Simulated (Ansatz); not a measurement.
# What ScAlSe3 (model cell, started as cubic perovskite with Al in the octahedra) distorts into, part 2 of 2

Aim: this structure of ScAlSe3 (model cell, started as cubic perovskite with Al in the octahedra) is to be tested for unstable modes, and one is followed downhill.

Ansatz 0.2.0; DFT PBE, scalar-relativistic, plane waves, PAW; PAW set soft_1.

So far, highest frequency on the path or at a solved wavevector (cm⁻¹): step 2 (the dispersion) 337. Also lowest frequency on the path (cm⁻¹): step 2 -187.

The structure was built from a prototype and need not be the compound's stable phase.

### Step 5. Energy along the mode, all amplitudes (two of the runs are shown above)

An imaginary frequency means negative curvature, so the energy should fall and then rise again as anharmonic terms take over.

Numbers from this step:

| Quantity | Value |
| --- | --- |
| depth at the lowest point sampled | 169.4 meV/atom |
| largest atomic shift at that point | 0.6 Å |

The energy from the parent by largest atomic shift:

```csv
largest atomic shift (Å),energy from the parent (meV/atom)
0.000,0
0.040,-1.04
0.080,-4.17
0.140,-12.6
0.220,-30.4
0.320,-61.4
0.450,-111
0.600,-169
```

Displacement at unit largest shift by atom:

```csv
atom,x (Å),y (Å),z (Å),size
Sc1,0.00,1.00,0.00,1.00
Sc2,0.00,-1.00,0.00,1.00
Al3,0.00,0.00,0.00,0.00
Al4,0.00,0.00,0.00,0.00
Se5,-0.25,0.00,0.00,0.25
Se6,0.25,0.00,0.00,0.25
Se7,0.00,0.00,0.00,0.00
Se8,0.00,0.00,0.00,0.00
Se9,0.00,0.00,-0.25,0.25
Se10,0.00,0.00,0.25,0.25
```

The lowest of the steps tried is the last one, at 0.6 Å, 169 meV/atom below the parent; the bottom of the well need not coincide with a step.

### Step 6. Relaxing from the distorted cell

Starting from the lowest point found, all atoms and the cell are let go, so that strain and other modes of the same symmetry can join in.

Input file input.yaml:

```yaml
crystal:
  lattice:
    - [4.8618479548, 4.8618479548, 0.0]
    - [4.8618479548, 0.0, 4.8618479548]
    - [4.8618479548, 0.0, -4.8618479548]
  atoms:
    - { symbol: Sc, position: [0.1234098651, -0.0617049325, -0.0617049325] }
    - { symbol: Sc, position: [-0.1234098651, 0.5617049325, 0.5617049325] }
    - { symbol: Al, position: [0.5, 0.25, 0.75] }
    - { symbol: Al, position: [0.5, 0.75, 0.25] }
    - { symbol: Se, position: [0.5, -0.0153174118, -0.0153174118] }
    - { symbol: Se, position: [0.5, 0.5153174118, 0.5153174118] }
    - { symbol: Se, position: [0.0, 0.5, 0.0] }
    - { symbol: Se, position: [0.0, 0.0, 0.5] }
    - { symbol: Se, position: [0.5, -0.0153174118, 0.5153174118] }
    - { symbol: Se, position: [0.5, 0.5153174118, -0.0153174118] }
kpoints:
  mp_grid: { grid: [8, 8, 8] }
hamiltonian:
  xc: pbe
  pseudopotentials: { kind: paw, azcp: { folder: soft_1 } }
scf:
  occupations: { method: methfessel_paxton, width: 0.2 }
output:
  forces: true
  stress: true
  eigenvalues: true
relax:
  adjacent_minimum: "off"
  f_tol: 0.002
  max_steps: 120
  cell: { stress_tol: 0.03 }
```

Launch:

```console
ansatz run input.yaml --threads 4 --pin off --max-ram 16384MiB --backend cpu --events-out ev --progress --plain --runs-dir out
```

Numbers of over 12 decimals in the logs are rounded to 6 here.

The program printed:

```text
[...]
Crystal: 10 atoms, lattice volume = 229.844 Å³
Basis set: ecut = 420 eV, 4573 PW (Γ), exchange–correlation on 96×96×96 points (8 copies of the dense FFT grid, shifted against one another)
Bands: 75, of which v1, the nominal top of the filled ones, is band 62 counted from 1 (61 counted from 0)
Symmetry: 16 space group operations
[...]
k-points: 59 of 512
[...]
SCF iter   1: F=—  HF=-38171.903048 eV  |F-HF|=—  |Δ(HF+E_count)|=         —  Δρ=1.11e-1  dr2=6.61e1  ethr=3.10e-3  ⟨swp⟩=6.8  Hψ=16532  notcnv=0
[...]
SCF iter  12: F=-38167.539702 eV  HF=-38167.539702 eV  |F-HF|=1.92e-8  |Δ(HF+E_count)|=   7.08e-8  S|Δr|=    0.00e0  Δρ=3.84e-6  dr2=7.22e-8  ethr=8.06e-11  ⟨swp⟩=10.3  Hψ=18599  notcnv=0
SCF 1 converged in 12 iterations: F = -38167.539702 eV  dr2 = 7.22e-8
[...]
relax step   1: F+E_penalty+E_count = -38167.53970207 eV  Δ(F+E_penalty+E_count) = +0.000e0 eV  max|allowed force component| = 1.470e0 eV/Å  Δτ_max = 0.0000 Å  P = +2.349 GPa  Ω = 229.844 Å³  (12 SCF iters, dr2 threshold 1.00e-7 eV, accepted)
Crystal: 10 atoms, lattice volume = 238.073 Å³
Basis set: ecut = 420 eV, 4653 PW (Γ), exchange–correlation on 96×96×96 points (8 copies of the dense FFT grid, shifted against one another)
[...]
SCF iter   7: F=-38168.246600 eV  HF=-38168.246599 eV  |F-HF|=5.32e-7  |Δ(HF+E_count)|=   4.48e-6  S|Δr|=    0.00e0  Δρ=1.15e-5  dr2=5.37e-7  ethr=8.06e-10  ⟨swp⟩=5.9  Hψ=22559  notcnv=0
SCF 2 converged in 7 iterations: F = -38168.246600 eV  dr2 = 5.37e-7
[...]
relax step   2: F+E_penalty+E_count = -38168.24659985 eV  Δ(F+E_penalty+E_count) = -7.069e-1 eV  max|allowed force component| = 6.447e-1 eV/Å  Δτ_max = 0.1949 Å  P = +2.242 GPa  Ω = 238.073 Å³  energy of the carried Pulay correction = -5.769e-4 eV  (7 SCF iters, dr2 threshold 1.00e-6 eV, accepted)
Crystal: 10 atoms, lattice volume = 255.017 Å³
Basis set: ecut = 420 eV, 4957 PW (Γ), exchange–correlation on 96×96×96 points (8 copies of the dense FFT grid, shifted against one another)
[...]
SCF iter   9: F=-38168.531713 eV  HF=-38168.531712 eV  |F-HF|=8.73e-7  |Δ(HF+E_count)|=   1.48e-6  S|Δr|=    0.00e0  Δρ=1.05e-5  dr2=6.50e-7  ethr=8.06e-10  ⟨swp⟩=5.2  Hψ=23079  notcnv=0
SCF 3 converged in 9 iterations: F = -38168.531713 eV  dr2 = 6.50e-7
relax step   3: F+E_penalty+E_count = -38168.53171288 eV  Δ(F+E_penalty+E_count) = -2.851e-1 eV  max|allowed force component| = 5.104e-1 eV/Å  Δτ_max = 0.1641 Å  P = +1.063 GPa  Ω = 255.017 Å³  energy of the carried Pulay correction = -1.703e-3 eV  (9 SCF iters, dr2 threshold 1.00e-6 eV, accepted)
[...]
relax step   4: F+E_penalty+E_count = -38168.56865328 eV  Δ(F+E_penalty+E_count) = -3.694e-2 eV  max|allowed force component| = 1.822e-1 eV/Å  Δτ_max = 0.0577 Å  P = -0.543 GPa  Ω = 258.280 Å³  energy of the carried Pulay correction = -1.911e-3 eV  (9 SCF iters, dr2 threshold 1.00e-6 eV, accepted)
[...]
relax step   5: F+E_penalty+E_count = -38168.58110107 eV  Δ(F+E_penalty+E_count) = -1.245e-2 eV  max|allowed force component| = 1.926e-1 eV/Å  Δτ_max = 0.0416 Å  P = -0.316 GPa  Ω = 256.754 Å³  energy of the carried Pulay correction = -1.814e-3 eV  (8 SCF iters, dr2 threshold 1.00e-6 eV, accepted)
[...]
relax step   6: F+E_penalty+E_count = -38168.58643141 eV  Δ(F+E_penalty+E_count) = -5.330e-3 eV  max|allowed force component| = 6.437e-3 eV/Å  Δτ_max = 0.0224 Å  P = -0.028 GPa  Ω = 256.204 Å³  energy of the carried Pulay correction = -1.779e-3 eV  (7 SCF iters, dr2 threshold 1.00e-6 eV, accepted)
[...]
relax step   7: F+E_penalty+E_count = -38168.58647880 eV  Δ(F+E_penalty+E_count) = -4.739e-5 eV  max|allowed force component| = 1.237e-3 eV/Å  Δτ_max = 0.0014 Å  P = +0.008 GPa  Ω = 255.917 Å³  energy of the carried Pulay correction = -1.761e-3 eV  (8 SCF iters, dr2 threshold 2.59e-9 eV, accepted)
[...]
relax step   8: F+E_penalty+E_count = -38168.58945626 eV  Δ(F+E_penalty+E_count) = -2.977e-3 eV  max|allowed force component| = 1.497e-3 eV/Å  Δτ_max = 0.0000 Å  P = +0.021 GPa  Ω = 255.917 Å³  stress off target by 3.68e-2 GPa  SCF on the basis re-selected at this cell (its energy is not comparable with the rows above)  (12 SCF iters)
[...]
relax step   9: F+E_penalty+E_count = -38168.58946436 eV  Δ(F+E_penalty+E_count) = -8.096e-6 eV  max|allowed force component| = 8.703e-4 eV/Å  Δτ_max = 0.0007 Å  P = +0.001 GPa  Ω = 256.064 Å³  energy of the carried Pulay correction = -9.254e-6 eV  (7 SCF iters, dr2 threshold 3.39e-9 eV, accepted)
[...]
SCF iter   8: F=-38168.589476 eV  HF=-38168.589476 eV  |F-HF|=1.46e-11  |Δ(HF+E_count)|=  5.09e-11  S|Δr|=    0.00e0  Δρ=2.13e-8  dr2=3.60e-12  ethr=1.00e-12  ⟨swp⟩=4.1  Hψ=13552  notcnv=0
SCF 10 converged in 8 iterations: F = -38168.589476 eV  dr2 = 3.60e-12
relax step  10: F+E_penalty+E_count = -38168.58947566 eV  Δ(F+E_penalty+E_count) = -1.130e-5 eV  max|allowed force component| = 8.284e-4 eV/Å  Δτ_max = 0.0000 Å  P = +0.001 GPa  Ω = 256.064 Å³  stress off target by 5.92e-3 GPa  SCF on the basis re-selected at this cell (its energy is not comparable with the rows above)  (8 SCF iters)
[...]
SCF converged after 8 iterations
[...]
Free energy (F): -38168.589476 eV
[...]
Internal energy: -38168.600286 eV  (E = F + TS)
E sigma→0 (E₀):  -38168.592178 eV
Entropy (-TS):   0.010810 eV (1.081 meV/atom)
Fermi energy:    6.589220 eV
[...]
--- Forces (eV/Å), atoms counted from 1 ---
  atom   1  Sc     0.00000000    -0.00082837     0.00000000
  atom   2  Sc     0.00000000     0.00082837     0.00000000
  atom   3  Al    -0.00000000     0.00000000     0.00000000
  atom   4  Al    -0.00000000     0.00000000     0.00000000
  atom   5  Se     0.00012366     0.00000000     0.00000000
  atom   6  Se    -0.00012366     0.00000000     0.00000000
  atom   7  Se     0.00000000     0.00000000     0.00000000
  atom   8  Se     0.00000000     0.00000000    -0.00000000
  atom   9  Se     0.00000000    -0.00000000     0.00012366
  atom  10  Se     0.00000000    -0.00000000    -0.00012366
  max |Σ_I F_I| component: 1.73e-18 eV/Å
--- Stress (GPa, compression-positive) ---
       -0.000935       0.000000       0.000000
        0.000000       0.005915       0.000000
        0.000000       0.000000      -0.000935
  P = ⅓ Tr σ = 0.0013 GPa (0.013 kbar)
--- Band table (eV; the first three rows and the last of 59) ---
  k-point 0: bands = [... 58 lower, 6.1791, 6.2270, 6.2270, 6.4456, 6.4456, 7.1710, 7.8870, 7.9450, ... 9 higher]
  k-point 1: bands = [... 58 lower, 6.1038, 6.1950, 6.3237, 6.3880, 6.4125, 7.2196, 7.8739, 8.0333, ... 9 higher]
  k-point 2: bands = [... 58 lower, 6.0790, 6.1158, 6.3258, 6.3284, 6.8022, 7.3076, 7.9720, 8.1255, ... 9 higher]
  k-point 58: bands = [... 58 lower, 5.5233, 5.5233, 5.6986, 6.1426, 7.3475, 7.7949, 8.1985, 8.4945, ... 9 higher]
--- Relaxed structure (8 steps of the walk, 8 accepted, 2 SCFs on fresh bases) ---
  F+E_penalty+E_count = -38168.58947566 eV   max|allowed force component| = 8.284e-4 eV/Å   (the final SCF, on the basis selected at the relaxed cell)
  cell:  # Å, volume = 256.0643 Å³
    - [4.920871, 5.287315, 0]
    - [4.920871, 0, 4.920871]
    - [4.920871, 0, -4.920871]
  atoms:
    - { symbol: Sc, position: [0.194971, -0.097485, -0.097485] }
    - { symbol: Sc, position: [-0.194971, 0.597485, 0.597485] }
    - { symbol: Al, position: [0.5, 0.250000, 0.750000] }
    - { symbol: Al, position: [0.5, 0.75, 0.25] }
    - { symbol: Se, position: [0.5, -0.025058, -0.025058] }
    - { symbol: Se, position: [0.5, 0.525058, 0.525058] }
    - { symbol: Se, position: [-4.995246434989417e-19, 0.5, 0.0] }
    - { symbol: Se, position: [-4.995246434989419e-19, 0.0, 0.5] }
    - { symbol: Se, position: [0.5, -0.025058, 0.525058] }
    - { symbol: Se, position: [0.5, 0.525058, -0.025058] }
```

The job ended after 2.8 min (4 threads of Arm Neoverse V2, shared host; peak memory 1.3 GiB).

Relaxation path:

| step | energy less that of the first step (eV) | largest force component (eV/Å) | pressure (GPa) | volume (Å³) |
| --- | --- | --- | --- | --- |
| 1 | 0.0000 | 1.4696 | 2.35 | 229.84 |
| 2 | -0.7069 | 0.6447 | 2.24 | 238.07 |
| 3 | -0.9920 | 0.5104 | 1.06 | 255.02 |
| 4 | -1.0290 | 0.1822 | -0.54 | 258.28 |
| 5 | -1.0414 | 0.1926 | -0.32 | 256.75 |
| 6 | -1.0467 | 0.0064 | -0.03 | 256.20 |
| 7 | -1.0468 | 0.0012 | 0.01 | 255.92 |
| 8* | -1.0498 | 0.0015 | 0.02 | 255.92 |
| 9 | -1.0498 | 0.0009 | 0.00 | 256.06 |
| 10* | -1.0498 | 0.0008 | 0.00 | 256.06 |

Relaxation steps marked * repeat the geometry before them on a plane-wave basis chosen anew for their cell, so energy and pressure can jump there.

Forces are held to the 16 operations that the run works with; a distortion that breaks them can't arise in this run.

```
conventional cell, symmetrised  before   after   change
                         a (Å)   6.876   6.959   +1.2 %
                         b (Å)   6.876   6.959   +1.2 %
                         c (Å)   9.724  10.575   +8.8 %
              volume (Å³/atom)   22.98   25.61  +11.4 %
```

The atoms that moved most (Å, as changes of fractional coordinates times the final cell):

```csv
atom,dx,dy,dz,length
Sc1,0.000,0.378,0.000,0.378
Sc2,0.000,-0.378,0.000,0.378
Se6,0.096,0.000,0.000,0.096
Se10,0.000,0.000,0.096,0.096
Se9,0.000,0.000,-0.096,0.096
Se5,-0.096,0.000,0.000,0.096
```

Numbers from this step:

```yaml
pressure: 0.001348 GPa
volume_per_atom: 25.61 Å³
```

The distorted start has space group I4/mmm; the relaxation ends in I4/mmm.

### Step 7. The new phase in its own primitive cell

The relaxed structure is symmetrised, reduced to its primitive cell and relaxed tightly, as its phonons need.

input.yaml, the sections that differ from step 6:

```yaml
crystal:
  lattice:
    - [-3.4795809998, 3.4795809998, 5.2873149002]
    - [3.4795809998, -3.4795809998, 5.2873149002]
    - [3.4795809998, 3.4795809998, -5.2873149002]
  atoms:
    - { symbol: Sc, position: [0.8474854724, 0.8474854724, 0.0] }
    - { symbol: Sc, position: [0.1525145276, 0.1525145276, 0.0] }
    - { symbol: Al, position: [0.0, 0.5, 0.5] }
    - { symbol: Al, position: [0.5, 0.0, 0.5] }
    - { symbol: Se, position: [0.7750584329, 0.7750584329, 0.5501168658] }
    - { symbol: Se, position: [0.2249415671, 0.2249415671, 0.4498831342] }
    - { symbol: Se, position: [0.75, 0.25, 0.5] }
    - { symbol: Se, position: [0.25, 0.75, 0.5] }
    - { symbol: Se, position: [0.2249415671, 0.7750584329, 0.0] }
    - { symbol: Se, position: [0.7750584329, 0.2249415671, 0.0] }
relax:
  adjacent_minimum: "off"
  f_tol: 0.001
  max_steps: 60
  cell: { stress_tol: 0.01 }
# kpoints, hamiltonian, scf, output: as in step 6
```

The program printed:

```text
[...]
Crystal: 10 atoms, lattice volume = 256.064 Å³
Basis set: ecut = 420 eV, 4989 PW (Γ), exchange–correlation on 100×100×100 points (8 copies of the dense FFT grid, shifted against one another)
Bands: 75, of which v1, the nominal top of the filled ones, is band 62 counted from 1 (61 counted from 0)
Symmetry: 16 space group operations
[...]
k-points: 59 of 512
[...]
- { symbol: Al, position: [0.0, 0.500000, 0.500000] }
    - { symbol: Al, position: [0.500000, 0.0, 0.500000] }
    - { symbol: Se, position: [0.775058, 0.775058, 0.550117] }
    - { symbol: Se, position: [0.2249415671, 0.2249415671, 0.4498831342] }
    - { symbol: Se, position: [0.750000, 0.250000, 0.500000] }
    - { symbol: Se, position: [0.250000, 0.750000, 0.500000] }
    - { symbol: Se, position: [0.224942, 0.775058, 0.0] }
    - { symbol: Se, position: [0.775058, 0.224942, 0.0] }
[key lines of the parts left out:]
SCF converged after 9 iterations
Free energy (F): -38168.589476 eV
Fermi energy:    6.589220 eV
P = ⅓ Tr σ = 0.0013 GPa (0.013 kbar)
```

It took 39 s on 4 threads; peak memory 1.3 GiB.

Little changed from the start: no atom moved by 0.005 Å and no cell edge by 0.1 %.

This step gave:

- pressure: 0.001347 GPa

The largest force component left is 0.83 meV/Å and the pressure is 0.001 GPa, within the tolerances set. The cell now holds 25.61 Å³/atom.

### Step 8. Modes of the new phase

A relaxed structure may still be a saddle point, so its zone-centre modes are computed. No field response is asked, since the mesh shows no gap.

Edit input.yaml of step 7 so:

```diff
@@ -24,9 +24,4 @@
 output:
-  forces: true
-  stress: true
   eigenvalues: true
-relax:
-  adjacent_minimum: "off"
-  f_tol: 0.001
-  max_steps: 60
-  cell: { stress_tol: 0.01 }
+phonons:
+  method: dfpt
```

The program printed:

```text
[...]
Crystal: 10 atoms, lattice volume = 256.064 Å³
Basis set: ecut = 420 eV, 4989 PW (Γ), exchange–correlation on 100×100×100 points (8 copies of the dense FFT grid, shifted against one another)
Bands: 75, of which v1, the nominal top of the filled ones, is band 62 counted from 1 (61 counted from 0)
Symmetry: 16 space group operations
k-points: 260 of 512 (irreducible under 1 space group operation, time reversal used)
[...]
SCF iter   1: F=—  HF=-38175.701262 eV  |F-HF|=—  |Δ(HF+E_count)|=         —  Δρ=1.34e-1  dr2=1.22e2  ethr=3.10e-3  ⟨swp⟩=6.3  Hψ=72500  notcnv=0
[...]
SCF iter  14: F=-38168.589476 eV  HF=-38168.589476 eV  |F-HF|=1.46e-11  |Δ(HF+E_count)|=  2.91e-11  S|Δr|=    0.00e0  Δρ=2.51e-8  dr2=5.10e-12  ethr=1.00e-12  ⟨swp⟩=12.4  Hψ=101559  notcnv=0
SCF 1 converged in 14 iterations: F = -38168.589476 eV  dr2 = 5.10e-12
[...]
DFPT response loops at Γ: preconditioner auto → Kerker (q_TF=auto, 2.418 Å⁻¹) (partly filled bands, converged f_vac=0.118); β = 1.00, the filter's whole step (`scf.mixing.beta` (0.50) is not read by the response loops under this deck's `scf.mixing.preconditioner`; to damp them name `kerker` or `kerker_dos`, under which they read `scf.mixing.beta`, and type it under 1.00, their step now; both keys bind the ground state too); Broyden in place of MSR1
SCF converged after 14 iterations
[...]
Free energy (F): -38168.589476 eV
[...]
Internal energy: -38168.600286 eV  (E = F + TS)
E sigma→0 (E₀):  -38168.592178 eV
Entropy (-TS):   0.010810 eV (1.081 meV/atom)
Fermi energy:    6.589219 eV
[...]
--- Band table (eV; the first three rows and the last of 260) ---
  k-point 0: bands = [... 58 lower, 6.1791, 6.2270, 6.2270, 6.4456, 6.4456, 7.1710, 7.8870, 7.9450, ... 9 higher]
  k-point 1: bands = [... 58 lower, 6.0114, 6.2459, 6.3122, 6.4312, 6.4779, 7.2627, 7.9652, 7.9780, ... 9 higher]
  k-point 2: bands = [... 58 lower, 5.7897, 5.9685, 6.2310, 6.5610, 7.1266, 7.5486, 8.0076, 8.1965, ... 9 higher]
  k-point 259: bands = [... 58 lower, 5.5233, 5.5233, 5.6986, 6.1426, 7.3475, 7.7949, 8.1985, 8.4945, ... 9 higher]
--- Phonons (Γ-DFPT): 9 representative perturbations + reference, on 260 of 512 k-points (Σ response iterations 36) ---
  k mesh reduced under 1 symmetry operation, with k and −k counted as one. Each operation leaves every solved perturbation unchanged. A smaller set is not used because it would not reduce the number of displacements times k-points to solve
  ASR residual: 5.332e-5 → 0.000e0 eV/Å²; symmetrization residual: 7.272e-6 eV/Å²
  ASR residual per site (eV/Å²): 4.35e-5 4.35e-5 5.33e-5 5.33e-5 3.81e-5 3.81e-5 2.02e-5 2.02e-5 3.81e-5 3.81e-5
  Γ frequencies (cm⁻¹): -130.08 -126.09 -126.09 -100.75 -100.75 0.00 0.00 0.00 54.80 80.84 83.71 83.71 88.70 88.70 101.18 129.80 142.28 142.28 145.96 155.05 188.67 188.67 190.71 203.06 251.56 261.86 311.95 311.95 351.26 351.26
  non-analytic LO–TO correction: not included (Born effective charges unavailable; polar crystals: no LO–TO splitting at Γ)
```

The job ended after 34 min (4 threads; peak memory 12 GiB; 2.2 h of CPU time).

This step gave:

* sum-rule residual before enforcement: 5.33e-5 eV/Å²
* point group: 4/mmm
* highest optical mode at the zone centre (no LO-TO term): 351.3 cm⁻¹
* lowest optical zone-centre mode: -130.1 cm⁻¹

Patterns of degenerate modes are one choice out of their space. Modes at Γ, with each element's share of the kinetic energy (negative means imaginary):

```csv
mode,frequency (cm⁻¹),symmetry,Sc %,Al %,Se %
1,-130.1,A2u,1,87,12
2,-126.1,Eg,26,0,74
3,-126.1,Eg,26,0,74
4,-100.8,Eu,22,1,78
5,-100.8,Eu,22,1,78
6,0.0,acoustic,15,9,77
7,0.0,acoustic,15,9,77
8,0.0,acoustic,15,9,77
9,54.8,B2g,0,0,100
10,80.8,B1u,0,0,100
11,83.7,Eg,14,0,86
12,83.7,Eg,14,0,86
13,88.7,Eu,13,31,55
14,88.7,Eu,13,31,55
15,101.2,B1g,0,0,100
16,129.8,A2u,25,2,73
17,142.3,Eg,60,0,40
18,142.3,Eg,60,0,40
19,146.0,A2g,0,0,100
20,155.1,A1g,15,0,85
21,188.7,Eu,46,2,52
22,188.7,Eu,46,2,52
23,190.7,A2u,60,2,38
24,203.1,B2u,0,100,0
25,251.6,B1g,0,0,100
26,261.9,A1g,85,0,15
27,311.9,Eu,2,63,35
28,311.9,Eu,2,63,35
29,351.3,Eu,2,94,4
30,351.3,Eu,2,94,4
```

Displacements in mode 1 (-130.1 cm⁻¹), the largest set to 1:
```
Sc1  0.00  0.00 -0.07
Sc2  0.00  0.00 -0.07
Al3  0.00  0.00  1.00
Al4  0.00  0.00  1.00
Se5  0.00  0.00 -0.15
Se6  0.00  0.00 -0.15
Se7  0.00  0.00  0.00
Se8  0.00  0.00  0.00
Se9  0.00  0.00 -0.15
Se10 0.00  0.00 -0.15
```

Displacements in mode 20 (155.1 cm⁻¹), the largest set to 1:
```
Sc1  0.00  0.00  1.00
Sc2  0.00  0.00 -1.00
Al3  0.00  0.00  0.00
Al4  0.00  0.00  0.00
Se5 -0.90 -0.90  0.00
Se6  0.90  0.90  0.00
Se7  0.00  0.00  0.00
Se8  0.00  0.00  0.00
Se9 -0.90  0.90  0.00
Se10 0.90 -0.90  0.00
```

Before it was imposed, the acoustic sum rule was missed by 5.3e-5 eV/Å². Small misses are needed for a sound result but don't prove that mesh and cutoff are converged. The lowest optical mode is imaginary, 130.1i cm⁻¹, so the energy falls along it.

### Step 9. Summary of results

```json
{"unstable mode of the parent": "q = (-0.5, -0.5, -0.5), 183i cm⁻¹", "depth at the lowest point sampled": "169 meV/atom", "largest atomic shift at that point": "0.6 Å", "space group reached (within 0.01 Å)": "I4/mmm", "energy gained over the parent (first relaxation, on the mesh of the frozen mode)": "275 meV/atom", "volume per atom, phase reached": "25.6 Å³", "lowest optical zone-centre mode, phase reached": "-130 cm⁻¹", "highest optical mode at the zone centre (no LO-TO term), phase reached": "351 cm⁻¹"}
```

**Reading.** Along this mode the structure falls into I4/mmm, 275 meV/atom below the parent. At the parent's cell the well is 169.4 meV/atom deep on the steps tried, with its lowest point at a shift of 0.6 Å. That is the last step tried, so the steps alone don't bracket the bottom of the well. Relaxing atoms and cell changes the gain by +105.14 meV/atom against the lowest step (energies at zero smearing). The new phase still has an imaginary mode at the zone centre of its cell, so it is a saddle point on the way to a lower structure. Of the 6 patterns followed to their end from this parent, this one ends 395 meV/atom above the lowest, Amm2. Each path keeps the symmetry of its pattern, so a lower phase may lie along a pattern not tried. With no gap, or one that is small against the smearing, the frequencies hang on the k mesh and the smearing, most of all near Kohn anomalies. A semilocal functional can close a gap that the real compound would have, so the metallic treatment may be an artefact of the level. The starting cell was built on a prototype and not taken from a measurement, so the phase need not exist.

[Logs are printed without paths, hosts, clocks, repeated set-up lines and the standing remarks that a program may print on its own settings, such as how far it seeks lower states.]

[Hosts, paths, dates, database ids (printed as entryN), source tags and the programs' standing remarks are cut or masked in the printed files.]
